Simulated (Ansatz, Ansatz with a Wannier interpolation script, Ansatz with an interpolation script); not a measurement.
An input for Ansatz 0.2.0 (SiC (Moissanite)):

```yaml
crystal:
  lattice:
    - [3.0452399988, 0.0, 0.0]
    - [-1.5226199994, 2.6372551996, 0.0]
    - [0.0, 0.0, 5.0570554956]
  atoms:
    - { symbol: Si, position: [0.3333333333, 0.6666666667, 0.0052154694] }
    - { symbol: Si, position: [0.6666666667, 0.3333333333, 0.5052154694] }
    - { symbol: C, position: [0.3333333333, 0.6666666667, 0.3797845306] }
    - { symbol: C, position: [0.6666666667, 0.3333333333, 0.8797845306] }
kpoints:
  mp_grid: { grid: [9, 9, 4] }
hamiltonian:
  xc: lda
scf:
  occupations: { method: fixed }
gw:
  n_empty_bands: 186
  ecut_chi: 160.0
  qp_bands: [v8, c2]
  screening: { model: contour_deformation }
```

```sh
ansatz run input.yaml --threads 16 --pin off --max-ram 64512MiB --backend cuda --events-out ev --progress --plain --runs-dir out --devices 1 --max-vram 78GiB
```

Question: Estimate wall time and host memory on 1 × NVIDIA GB200 (shared by 2 runs) with 16 threads of Arm Neoverse V2, shared host.

It took 27 s; on shared hardware allow 13 s to 53 s. Peak host memory was 1.5 GiB. The sizes that set the cost: 785 plane waves a state, 36 irreducible k points, 194 bands summed, 197 plane waves in the screening and 6 SCF cycles.

The screening grows as filled bands × empty bands × pairs of k points, times the square of the screening basis for the matrix.

[Paths, hosts, dates, memory and timing lines, banners, echoed tables and standing remarks are left out of the program output.]

[Logs are printed without paths, hosts, clocks, repeated set-up lines and the standing remarks that a program may print on its own settings, such as how far it seeks lower states.]

[Runs of the session that timed out or met a known fault of the program may be left out.]

[Hosts, paths, dates, database ids (printed as entryN), source tags and the programs' standing remarks are cut or masked in the printed files.]
